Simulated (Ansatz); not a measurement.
## Phonons of CaBPt in the AlB2 type

Question: is the lattice of CaBPt in the AlB2 type stable, and if so, what are its coupling constant and resistivity?

Program: Ansatz 0.2.0. Level of theory: DFT PBEsol, scalar-relativistic, plane waves, PAW; PAW set soft_1. Results are calculated unless marked as measured.

Report form: the programs' logs are mostly left out.

The structure was built from a prototype and need not be the compound's stable phase.

### Step 1. Starting point

It takes space group P-6m2 (No. 187, hexagonal). Conventional cell: a = 4.161 Å, b = 4.161 Å, c = 4.369 Å, α = 90.00°, β = 90.00°, γ = 120.00°. Nearest to Ca lie 6 B at 3.25 Å and 6 Pt at 3.25 Å. Nearest to B lie 3 Pt at 2.40 Å and 6 Ca at 3.25 Å. Nearest to Pt lie 3 B at 2.40 Å and 6 Ca at 3.25 Å. Farther neighbours are not listed.

### Step 2. Rough relaxation

The start is far from rest, so a relaxation with loose thresholds does the first part.

input.yaml

```yaml
crystal:
  lattice:
    - [4.16065, 0.0, 0.0]
    - [-2.08033, 3.60323, 0.0]
    - [0.0, 0.0, 4.36868]
  atoms:
    - { symbol: Ca, position: [0.0, 0.0, 0.0] }
    - { symbol: B, position: [0.33333333, 0.66666667, 0.5] }
    - { symbol: Pt, position: [0.66666667, 0.33333333, 0.5] }
kpoints:
  mp_grid: { grid: [6, 6, 4] }
hamiltonian:
  xc: pbesol
  pseudopotentials: { kind: paw, azcp: { folder: soft_1 }, xc_functional: pbe }
scf:
  occupations: { method: gaussian, width: 0.1 }
output:
  forces: true
  stress: true
  eigenvalues: true
relax:
  adjacent_minimum: "off"
  f_tol: 0.05
  max_steps: 80
  cell: { stress_tol: 0.5 }
```

The run is started by

```sh
$ ansatz run input.yaml --threads 4 --pin off --max-ram 12288MiB --backend cpu --events-out ev --progress --plain --runs-dir out
```

Elapsed: 4.3 s, on 4 threads of Arm Neoverse V2, shared host; peak memory 0.37 GiB.

Relaxation path:

| step | energy less that of the first step (eV) | largest force component (eV/Å) | pressure (GPa) | volume (Å³) |
| --- | --- | --- | --- | --- |
| 1 | 0.0000 | 0.0000 | -18.26 | 65.49 |
| 2 | -0.8447 | 0.0000 | -13.20 | 57.84 |
| 3 | -1.2933 | 0.0000 | -3.53 | 51.51 |
| 4 | -1.3211 | 0.0000 | 5.27 | 49.14 |
| 5 | -1.3592 | 0.0000 | 0.00 | 50.82 |
| 6* | -1.3569 | 0.0000 | -0.01 | 50.82 |

Relaxation steps marked * repeat the geometry before them on a plane-wave basis chosen anew for their cell, so energy and pressure can jump there.

Forces are held to the 12 operations that the run works with; a distortion that breaks them can't arise in this run.

| cell as run | before | after | change |
| --- | --- | --- | --- |
| a (Å) | 4.161 | 3.655 | -12.2 % |
| b (Å) | 4.161 | 3.655 | -12.2 % |
| c (Å) | 4.369 | 4.393 | +0.6 % |
| volume (Å³/atom) | 21.83 | 16.94 | -22.4 % |

The relaxed structure:

```cif
data_structure
_symmetry_space_group_name_H-M 'P 1'
_symmetry_Int_Tables_number 1
_cell_length_a 3.6549
_cell_length_b 3.6549
_cell_length_c 4.3928
_cell_angle_alpha 90.000
_cell_angle_beta 90.000
_cell_angle_gamma 120.000
_cell_volume 50.82
loop_
_atom_site_label
_atom_site_type_symbol
_atom_site_fract_x
_atom_site_fract_y
_atom_site_fract_z
_atom_site_occupancy
Ca1 Ca 0.00000 0.00000 0.00000 1
B2 B 0.33333 0.66667 0.50000 1
Pt3 Pt 0.66667 0.33333 0.50000 1
```

This step gave:

```yaml
pressure: -0.007932 GPa
volume_per_atom: 16.94 Å³/atom
metallic_on_mesh: yes
gap_on_the_k_mesh: 0 eV
```

The largest force is now zero by symmetry and the largest stress component 0.22 GPa.

### Step 3. Relaxing cell and atoms

Lattice constant and positions set the bands and the force constants, so the cell is relaxed first.

input.yaml, the sections that differ from step 2:

```yaml
crystal:
  lattice:
    - [3.6549460702, 2.5359e-06, 0.0]
    - [-1.8274752312, 3.1652748783, 0.0]
    - [0.0, 0.0, 4.3927748671]
  atoms:
    - { symbol: Ca, position: [0.0, 0.0, 0.0] }
    - { symbol: B, position: [0.3333333333, 0.6666666667, 0.5] }
    - { symbol: Pt, position: [0.6666666667, 0.3333333333, 0.5] }
kpoints:
  mp_grid: { grid: [9, 9, 8] }
relax:
  adjacent_minimum: "off"
  f_tol: 0.005
  max_steps: 80
  cell: { stress_tol: 0.05 }
# hamiltonian, scf, output: as in step 2
```

Elapsed: 6.7 s, on 4 threads; peak memory 0.42 GiB.

Step by step:

| step | energy less that of the first step (eV) | largest force component (eV/Å) | pressure (GPa) | volume (Å³) |
| --- | --- | --- | --- | --- |
| 1 | 0.0000 | 0.0000 | -0.18 | 50.82 |
| 2 | -0.0008 | 0.0000 | -0.24 | 50.94 |
| 3 | -0.0008 | 0.0000 | 0.29 | 50.75 |
| 4 | -0.0009 | 0.0000 | 0.00 | 50.87 |
| 5 | -0.0009 | 0.0000 | 0.00 | 50.87 |

The log counts 1 steps on a newly chosen plane-wave basis, not all of them marked here; energy and pressure can jump at such steps.

| conventional cell, symmetrised | before | after | change |
| --- | --- | --- | --- |
| a (Å) | 3.655 | 3.644 | -0.3 % |
| b (Å) | 3.655 | 3.644 | -0.3 % |
| c (Å) | 4.393 | 4.423 | +0.7 % |
| volume (Å³/atom) | 16.94 | 16.96 | +0.1 % |

Final coordinates:

```
Ca B Pt
1.0
     3.64423    0.00000    0.00000
    -1.82212    3.15599    0.00000
     0.00000    0.00000    4.42311
Ca B Pt
1 1 1
Direct
  0.00000 0.00000 0.00000
  0.33333 0.66667 0.50000
  0.66667 0.33333 0.50000
```

Numbers from this step:

```
pressure        : -0.001858 GPa
volume per atom : 16.96 Å³/atom
```

The largest force is now zero by symmetry and the largest stress component 0.0020 GPa.

### Step 4. Relaxing tightly for phonons

No force is left; the cell is relaxed once more with another smearing and tight thresholds.

input.yaml, the sections that differ from step 3:

```yaml
crystal:
  lattice:
    - [3.6442275672, 2.5284e-06, 0.0]
    - [-1.8221159733, 3.1559923862, 0.0]
    - [0.0, 0.0, 4.4231078978]
  atoms:
    - { symbol: Ca, position: [0.0, 0.0, 0.0] }
    - { symbol: B, position: [0.3333333333, 0.6666666667, 0.5] }
    - { symbol: Pt, position: [0.6666666667, 0.3333333333, 0.5] }
kpoints:
  mp_grid: { grid: [9, 9, 6] }
scf:
  occupations: { method: methfessel_paxton, width: 0.2 }
relax:
  adjacent_minimum: "off"
  f_tol: 0.001
  max_steps: 60
  cell: { stress_tol: 0.01 }
# hamiltonian, output: as in step 3
```

Elapsed: 5.3 s, on 4 threads; peak memory 0.4 GiB; 19 s of CPU time.

Little changed from the start: no atom moved by 0.005 Å and no cell edge by 0.1 %.

Numbers from this step:

```yaml
pressure: 3.02e-5 GPa
```

The largest force is now zero by symmetry and the largest stress component 4.0e-5 GPa, small enough for phonons.

### Step 5. Lattice stability: q 2×2×2, k 6×6×4

Couplings are defined for a stable lattice alone, so phonons come first.

input.yaml

```yaml
crystal:
  lattice:
    - [3.6438737624, 2.5282e-06, 0.0]
    - [-1.8219390707, 3.1556859824, 0.0]
    - [0.0, 0.0, 4.4248122887]
  atoms:
    - { symbol: Ca, position: [0.0, 0.0, 0.0] }
    - { symbol: B, position: [0.3333333333, 0.6666666667, 0.5] }
    - { symbol: Pt, position: [0.6666666667, 0.3333333333, 0.5] }
kpoints:
  mp_grid: { grid: [6, 6, 4] }
hamiltonian:
  xc: pbesol
  pseudopotentials: { kind: paw, azcp: { folder: soft_1 }, xc_functional: pbe }
scf:
  occupations: { method: methfessel_paxton, width: 0.2 }
output:
  eigenvalues: true
phonons:
  method: dfpt
  qmesh: [2, 2, 2]
  temperatures: { t_max: 1000, t_step: 50 }
  qpath:
    path:
      - [[0.0, 0.0, 0.0], [0.5, 0.0, 0.0], [0.33333333, 0.33333333, 0.0], [0.0, 0.0, 0.0], [0.0, 0.0, 0.5], [0.5, 0.0, 0.5], [0.33333333, 0.33333333, 0.5], [0.0, 0.0, 0.5]]
      - [[0.5, 0.0, 0.5], [0.5, 0.0, 0.0]]
      - [[0.33333333, 0.33333333, 0.5], [0.33333333, 0.33333333, 0.0]]
    npoints: 10
```

Run time: 33 s. Hardware: 4 threads; peak memory 0.53 GiB.

Numbers from this step:

```yaml
share_of_imaginary_modes_in_the_plain_interpolation_between_solved_wavevectors: 0.1526
highest_frequency_solved_or_plainly_interpolated: 473.2 cm⁻¹
```

Solved on the 2×2×2 mesh alone; all other wavevectors are interpolated. The phonon branches at the labelled points (cm⁻¹):

| point | branch 1 | branch 2 | branch 3 | branch 4 | branch 5 | branch 6 | branch 7 | branch 8 | branch 9 |
| --- | --- | --- | --- | --- | --- | --- | --- | --- | --- |
| Γ | 0 | 0 | 0 | 144 | 144 | 184 | 270 | 375 | 375 |
| halfway | -19 | 33 | 79 | 149 | 160 | 185 | 195 | 394 | 428 |
| M | -129 | -30 | 85 | 101 | 159 | 179 | 226 | 411 | 473 |
| halfway | -145 | -52 | 85 | 110 | 176 | 178 | 220 | 424 | 469 |
| K | -162 | -62 | 86 | 117 | 176 | 198 | 206 | 440 | 461 |
| halfway | -35 | 22 | 88 | 137 | 157 | 187 | 192 | 403 | 436 |
| Γ | 0 | 0 | 0 | 144 | 144 | 184 | 270 | 375 | 375 |
| halfway | 36 | 36 | 67 | 132 | 132 | 175 | 252 | 370 | 370 |
| A | 58 | 58 | 98 | 116 | 116 | 164 | 232 | 366 | 366 |
| halfway | 24 | 63 | 90 | 141 | 159 | 175 | 175 | 388 | 423 |
| L | -60 | -28 | 76 | 91 | 162 | 187 | 216 | 406 | 472 |
| halfway | -81 | -74 | 88 | 110 | 176 | 185 | 211 | 420 | 467 |
| H | -101 | -88 | 86 | 126 | 183 | 197 | 200 | 437 | 459 |
| halfway | -47 | 84 | 87 | 136 | 151 | 177 | 182 | 397 | 432 |
| A | 58 | 58 | 98 | 116 | 116 | 164 | 232 | 366 | 366 |
| jump to L | -60 | -28 | 76 | 91 | 162 | 187 | 216 | 406 | 472 |
| halfway | -101 | -28 | 82 | 95 | 161 | 183 | 221 | 409 | 472 |
| M | -129 | -30 | 85 | 101 | 159 | 179 | 226 | 411 | 473 |
| jump to H | -101 | -88 | 86 | 126 | 183 | 197 | 200 | 437 | 459 |
| halfway | -135 | -77 | 86 | 122 | 180 | 199 | 202 | 438 | 460 |
| K | -162 | -62 | 86 | 117 | 176 | 198 | 206 | 440 | 461 |

Lowest modes at the softest wavevector of the mesh. Modes at q = (0.500, 0.000, 0.000), with each element's share of the kinetic energy (negative means imaginary):

| mode | frequency (cm⁻¹) | Ca % | B % | Pt % |
| --- | --- | --- | --- | --- |
| 1 | -128.8 | 1 | 98 | 0 |
| 2 | -29.6 | 4 | 6 | 90 |
| 3 | 84.6 | 2 | 0 | 98 |
| 4 | 100.7 | 2 | 4 | 94 |
| 5 | 159.1 | 96 | 1 | 3 |
| 6 | 179.1 | 97 | 2 | 1 |

Displacements in mode 1 (-128.8 cm⁻¹), the largest set to 1, in the home cell:
```
Ca1 0.00 0.00 0.06
B2  0.00 0.00 1.00
Pt3 0.00 0.00 0.02
```

Displacements in mode 4 (100.7 cm⁻¹), the largest set to 1, in the home cell:
```
Ca1 -0.31 -0.18  0.00
B2   0.87  0.50  0.00
Pt3 -1.00 -0.58  0.00
```

Among the solved wavevectors the lowest mode, translations apart, is -129 cm⁻¹, imaginary.

### Step 6. Phonons by linear response: q 3×3×2, k 9×9×6

An imaginary mode on so few k-points may come from the sampling, so the phonons are repeated with another q and k mesh.

input.yaml, as its differences from that of step 5:

```diff
@@ -10,3 +10,3 @@
 kpoints:
-  mp_grid: { grid: [6, 6, 4] }
+  mp_grid: { grid: [9, 9, 6] }
 hamiltonian:
@@ -20,3 +20,3 @@
   method: dfpt
-  qmesh: [2, 2, 2]
+  qmesh: [3, 3, 2]
   temperatures: { t_max: 1000, t_step: 50 }
```

The job ended after 2.9 min (4 threads; peak memory 1.1 GiB; 11 min of CPU time).

This step gave:

```yaml
share_of_imaginary_modes_in_the_plain_interpolation_between_solved_wavevectors: 0.0378
highest_frequency_solved_or_plainly_interpolated: 553.6 cm⁻¹
```

Solved on the 3×3×2 mesh alone; all other wavevectors are interpolated. The phonon branches at the labelled points (cm⁻¹):

| point | branch 1 | branch 2 | branch 3 | branch 4 | branch 5 | branch 6 | branch 7 | branch 8 | branch 9 |
| --- | --- | --- | --- | --- | --- | --- | --- | --- | --- |
| Γ | 0 | 0 | 0 | 142 | 142 | 191 | 287 | 455 | 455 |
| halfway | 20 | 58 | 96 | 148 | 185 | 185 | 270 | 494 | 526 |
| M | 69 | 86 | 128 | 157 | 167 | 222 | 227 | 480 | 546 |
| halfway | 29 | 84 | 124 | 163 | 176 | 198 | 221 | 444 | 539 |
| K | -66 | 85 | 124 | 139 | 185 | 203 | 204 | 410 | 529 |
| halfway | -19 | 63 | 105 | 156 | 184 | 192 | 257 | 487 | 535 |
| Γ | 0 | 0 | 0 | 142 | 142 | 191 | 287 | 455 | 455 |
| halfway | 38 | 38 | 71 | 132 | 132 | 188 | 279 | 450 | 450 |
| A | 58 | 58 | 103 | 119 | 119 | 182 | 271 | 445 | 445 |
| halfway | 50 | 70 | 97 | 145 | 180 | 190 | 273 | 491 | 526 |
| L | 79 | 90 | 110 | 160 | 193 | 216 | 239 | 485 | 553 |
| halfway | -26 | 86 | 126 | 170 | 190 | 204 | 219 | 446 | 552 |
| H | -85 | 82 | 136 | 174 | 186 | 186 | 205 | 411 | 546 |
| halfway | 15 | 88 | 95 | 153 | 187 | 191 | 264 | 484 | 540 |
| A | 58 | 58 | 103 | 119 | 119 | 182 | 271 | 445 | 445 |
| jump to L | 79 | 90 | 110 | 160 | 193 | 216 | 239 | 485 | 553 |
| halfway | 74 | 88 | 119 | 159 | 182 | 222 | 231 | 482 | 549 |
| M | 69 | 86 | 128 | 157 | 167 | 222 | 227 | 480 | 546 |
| jump to H | -85 | 82 | 136 | 174 | 186 | 186 | 205 | 411 | 546 |
| halfway | -76 | 84 | 130 | 159 | 185 | 196 | 203 | 411 | 538 |
| K | -66 | 85 | 124 | 139 | 185 | 203 | 204 | 410 | 529 |

Lowest modes at the softest wavevector of the mesh. The modes at q = (-0.333, -0.333, 0.500) (shares of kinetic energy by element, %) (negative means imaginary):

| mode | frequency (cm⁻¹) | Ca % | B % | Pt % |
| --- | --- | --- | --- | --- |
| 1 | -84.9 | 9 | 13 | 78 |
| 2 | 82.4 | 5 | 0 | 95 |
| 3 | 136.2 | 0 | 0 | 100 |
| 4 | 174.5 | 18 | 82 | 0 |
| 5 | 185.6 | 91 | 0 | 9 |
| 6 | 186.4 | 95 | 0 | 5 |

Displacements in mode 1 (-84.9 cm⁻¹), the largest set to 1, in the home cell (x, y, z of the real part, then of the imaginary part):
```
Ca1  0.00  0.00  0.61  0.00  0.00  0.00
B2   0.00 -1.00  0.00  1.00  0.00  0.00
Pt3  0.50  0.29  0.00  0.29 -0.50  0.00
```

Displacements in mode 6 (186.4 cm⁻¹), the largest set to 1, in the home cell (x, y, z of the real part, then of the imaginary part):
```
Ca1  0.87  0.50  0.00 -0.50  0.87  0.00
B2   0.00  0.00  0.00  0.00  0.00  0.00
Pt3  0.00  0.00 -0.14  0.00  0.00  0.00
```

The modes has structure finer than the step of the table below, so its rows give means over 25 cm⁻¹, whole bins alone (the curve runs from -92.1 to 580 cm⁻¹). Peaks (cm⁻¹: height): B 275.7: 0.0152, 487.1: 0.0290, 546.2: 0.0398; Ca 186.9: 0.0638; Pt 85.5: 0.0458, 119.3: 0.0239, 186.9: 0.00782.

Phonopy on the run's constants, 17x17x13 mesh, Gaussian sigma 4.8 cm⁻¹. The modes by wavenumber; means over each step; values in 1/cm⁻¹/cell:

| wavenumber (cm⁻¹) | B | Ca | Pt |
| --- | --- | --- | --- |
| -75 | 2.2e-4 | 1.1e-4 | 0.00158 |
| -50 | 3.7e-4 | 1.4e-4 | 0.00318 |
| -25 | 4.1e-4 | 3.0e-4 | 0.00504 |
| 0 | 2.1e-4 | 2.8e-4 | 0.00320 |
| 25 | 5.5e-4 | 7.4e-4 | 0.00945 |
| 50 | 8.5e-4 | 0.00120 | 0.0167 |
| 75 | 8.9e-4 | 0.00162 | 0.0284 |
| 100 | 4.1e-4 | 0.00134 | 0.0246 |
| 125 | 1.2e-4 | 0.00546 | 0.0165 |
| 150 | 0.00131 | 0.0243 | 0.00166 |
| 175 | 0.00377 | 0.0380 | 0.00312 |
| 200 | 0.00426 | 0.0340 | 0.00285 |
| 225 | 0.00884 | 0.0117 | 4.1e-4 |
| 250 | 0.00909 | 4.3e-4 | 1.5e-4 |
| 275 | 0.0112 | 1.8e-4 | 2.1e-4 |
| 300 | 6.3e-4 | 1.3e-5 | 1.4e-5 |
| 325 | 0 | 0 | 0 |
| 350 | 0 | 0 | 0 |
| 375 | 0 | 0 | 0 |
| 400 | 4.4e-4 | 0 | 6.4e-5 |
| 425 | 0.00364 | 0 | 4.5e-4 |
| 450 | 0.00800 | 6.4e-6 | 6.0e-4 |
| 475 | 0.0199 | 2.6e-5 | 0.00109 |
| 500 | 0.0115 | 2.3e-5 | 5.2e-4 |
| 525 | 0.00890 | 3.2e-5 | 1.3e-4 |
| 550 | 0.0242 | 6.7e-5 | 1.6e-4 |

No LO-TO term; unit eigenvectors of the mass-weighted matrix. Modes at Γ, with each element's share of the kinetic energy:

| mode | frequency (cm⁻¹) | symmetry | Ca % | B % | Pt % |
| --- | --- | --- | --- | --- | --- |
| 1 | 0.0 | unnamed | 16 | 4 | 79 |
| 2 | 0.0 | unnamed | 16 | 4 | 79 |
| 3 | 0.0 | unnamed | 16 | 4 | 79 |
| 4 | 141.7 | E' | 83 | 0 | 16 |
| 5 | 141.7 | E' | 83 | 0 | 16 |
| 6 | 191.2 | A2'' | 81 | 1 | 18 |
| 7 | 287.3 | A2'' | 2 | 95 | 3 |
| 8 | 455.1 | E' | 0 | 95 | 4 |
| 9 | 455.1 | E' | 0 | 95 | 4 |

Displacements in mode 4 (141.7 cm⁻¹), the largest set to 1:
```
Ca1  0.23  1.00  0.00
B2  -0.02 -0.08  0.00
Pt3 -0.05 -0.20  0.00
```

Displacements in mode 9 (455.1 cm⁻¹), the largest set to 1:
```
Ca1 -0.03  0.00  0.00
B2   1.00  0.00  0.00
Pt3 -0.05  0.00  0.00
```

Among the solved wavevectors the lowest mode, translations apart, is -84.9 cm⁻¹, imaginary.

### Step 7. Resistivity: q 3×3×2, k 9×9×6, scattering 12×12×8

Phonons, couplings and the Boltzmann equation in one run.

input.yaml, as its differences from that of step 6:

```diff
@@ -28 +28,4 @@
     npoints: 10
+  electrical_resistivity:
+    mesh: [12, 12, 8]
+    temperatures: [20.0, 50.0, 77.0, 100.0, 150.0, 200.0, 300.0, 400.0, 600.0, 800.0]
```

Elapsed: 3.3 min, on 4 threads; peak memory 1.1 GiB.

The run ended with an error.

The program's message: “electrical resistivity: the mode of lowest frequency at the wavevector [0.3333, 0.3333, -0.5000] is imaginary, -84.87 cm⁻¹ (written negative): the force constants describe an unstable lattice; relax t …”

The run stops because a mode is imaginary on the scattering mesh, where no scattering rate is defined; denser k meshes, other smearings and, between solved wavevectors, finer q meshes show whether the instability is real.

### Step 8. Results

```json
{
 "phonon run of the rows without a label of their own": "PBEsol, q 3×3×2, k 9×9×6",
 "softest mode on the q mesh": "-84.9 cm⁻¹ at q = (-0.333, -0.333, 0.5)",
 "highest frequency, solved or plainly interpolated": "554 cm⁻¹"
}
```

The lattice is dynamically unstable at this level: a mode at q = (-0.333, -0.333, 0.5) is imaginary, 84.9i cm⁻¹, so no harmonic coupling constant or resistivity is defined for this structure. These meshes are coarse, and single modes of a metal can move by tens of cm⁻¹ with the k mesh. The coarser mesh found an imaginary mode at another wavevector, which this mesh lacks. Spin–orbit coupling, left out here, matters for Pt. The phonon runs are not spin-polarised. The PAW files were made for PBE; under other functionals the run regenerates their frozen core. The structure was built by hand as an ordered model, and its stability against other phases was not tested.

[Logs are printed without paths, hosts, clocks, repeated set-up lines and the standing remarks that a program may print on its own settings, such as how far it seeks lower states.]

[Hosts, paths, dates, database ids (printed as entryN), source tags and the programs' standing remarks are cut or masked in the printed files.]
